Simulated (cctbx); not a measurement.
## Which space group?

Cell: a = 8.9590 Å, b = 7.2930 Å, c = 14.2670 Å, α = 90.00°, β = 90.00°, γ = 90.00°. Expected content of the cell: Tl4 Cs4 Br4 Cl16 Na4.

The data are simulated with cctbx, not measured: Mo Kα, λ = 0.71073 Å, to d = 0.7 Å, 80 % of the full sphere, strongest reflection 20000 counts, noise from counting, a 3 % proportional error and a noise floor of 15 counts (s.d.); no absorption.

A first pass over the reflections prints:

```text
9073 reflections to d = 0.700 A
centring   violations  <I/sigma> of those
    A       3066 of  4502     10.8
    B       3125 of  4581     10.9
    C       3151 of  4543     10.6
    I       3126 of  4505     11.0
    R       4212 of  6063     11.1
    F       4671 of  6813     10.8
Laue class    unique    Rint  (classes that these axes allow; Friedel mates merged)
P -1             5453   0.034
P 1 2/m 1        3037   0.040
P 1 1 2/m        2946   0.039
P 2/m 1 1        3006   0.039
P m m m          1671   0.043
space group    extra absences  I>4sigma  <I/sigma>
P 2 2 2                 0          0         -  acentric
P 2 2 21               15          0      -0.4  acentric
P 21 2 2               10          0       0.1  acentric
P 2 21 2                8          0       0.5  acentric
P 21 21 2              18          0       0.3  acentric
P 2 21 21              23          0      -0.1  acentric
P 21 2 21              25          0      -0.2  acentric
P 21 21 21             33          0      -0.0  acentric
P m m 2                 0          0         -  acentric
P 2 m m                 0          0         -  acentric
P m 2 m                 0          0         -  acentric
P 21 m a              162          0       0.0  acentric
P m 2 a               162          0       0.0  acentric
P n m 21              265          0       0.1  acentric
P n 21 m              265          0       0.1  acentric
P n 21 a              427          0       0.0  acentric
P m m m                 0          0         -  centric
P m m a               162          0       0.0  centric
P n m m :1            265          0       0.1  centric
P n m m :2            265          0       0.1  centric
P n m a               427          0       0.0  centric
Wilson B = 0.41 A^2   <|E^2-1|> = 0.834 (0.968 centric, 0.736 acentric)   E^2>4: 2.6 %
shell (A)         n   <I/sigma>
 8.96 - 1.40    241     27.3
 1.40 - 1.11    216     26.6
 1.11 - 0.97    206     26.3
 0.97 - 0.88    203     20.6
 0.88 - 0.82    195     23.3
 0.82 - 0.77    206     20.4
 0.77 - 0.73    196     20.0
 0.73 - 0.70    208     20.2
```

Q: Read the symmetry from these tables.

Every centring test has many violations, so the lattice is primitive.

Rint stays low (0.034 to 0.043) up to P m m m, the highest class in these axes.

21 settings pass the absence test. The most absences obeyed, 427, belong to P n 21 a and P n m a, which absences can't tell apart.

⟨|E²−1|⟩ = 0.834 lies between the two ideal values. The Wilson B of 0.41 Å² means U ≈ 0.0052 Å².

The true group is Pnma (no. 62), Laue class mmm, centrosymmetric. The tables only narrow the choice to the tied entries; cell content, site symmetry and trial solutions must settle it.

This is a model crystal, built by substitution and not relaxed, with assumed displacement parameters.

[Logs are printed without paths, hosts, clocks, repeated set-up lines and the standing remarks that a program may print on its own settings, such as how far it seeks lower states.]
